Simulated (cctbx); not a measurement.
## What resolution and counting buy: Nd3Mg11

Space group Immm (no. 71), a = 4.8650 Å, b = 9.9990 Å, c = 14.5940 Å, α = 90.00°, β = 90.00°, γ = 90.00°.

| atom | mult. | x | y | z | Ueq (Å²) |
| --- | --- | --- | --- | --- | --- |
| Nd1 | 2 | 0 | 0 | 0 | 0.0103 |
| Nd2 | 4 | 1/2 | 1/2 | 0.2001 | 0.0121 |
| Mg1 | 2 | 0 | 1/2 | 0 | 0.0181 |
| Mg2 | 8 | 0 | 0.2769 | 0.8606 | 0.0189 |
| Mg3 | 4 | 1/2 | 0.3029 | 0 | 0.0202 |
| Mg4 | 8 | 0 | 0.3682 | 0.6615 | 0.0156 |

The model was made for the exercise: a known structure type with other elements put in, its volume estimated, not relaxed; displacement parameters are assumed.

Five simulated data sets (cctbx; Ag Kα, λ = 0.56087 Å; 3 % proportional error) differ in resolution or exposure (noise floor 4 counts in the first three, 8 in the last two). Each is refined with the right model, isotropic at 1.1 Å and anisotropic otherwise. How do the figures of merit and the uncertainties move?

```csv
d min (Å),top counts,"⟨I/σ⟩ (unmerged, absences included)",unique,param. (scale apart),Rint,R1,GooF,largest s.u. xyz (fractional),s.u. U of Mg1 (Å²),largest error (Å)
1.1,70000,12.4,183,12,0.022,0.0078,0.92,0.00014,0.0005,0.0030
0.84,70000,11.1,386,26,0.025,0.0078,0.92,0.00009,0.0006,0.0015
0.6,70000,9.4,1009,26,0.025,0.0091,0.92,0.00007,0.0003,0.0004
0.75,300,0.7,541,26,0.389,0.0855,0.92,0.00199,0.0105,0.0331
0.75,3000,3.3,541,26,0.073,0.0259,0.92,0.00039,0.0024,0.0058
```

The number of reflections grows roughly as 1/d³: 183, 386 and 1009 here. R1 follows the noise rather than the truth: at 300 counts it is 0.0855, at 3000 counts 0.0259, while GooF is 0.92 and 0.92: the weights 1/σ² carry the noise. The s.u. of U (U11 where anisotropic) for Mg1 goes 0.0005, 0.0006, 0.0003 Å² with resolution and 0.0105, 0.0024 Å² with exposure.

Hardware for the 0.6 Å refinement: 0.49 s on 1 thread of Intel(R) Xeon(R) Platinum 8259CL CPU @ 2.50GHz (Skylake/Cascade Lake), on a shared host, peak memory 0.09 GiB.

[Logs are printed without paths, hosts, clocks, repeated set-up lines and the standing remarks that a program may print on its own settings, such as how far it seeks lower states.]
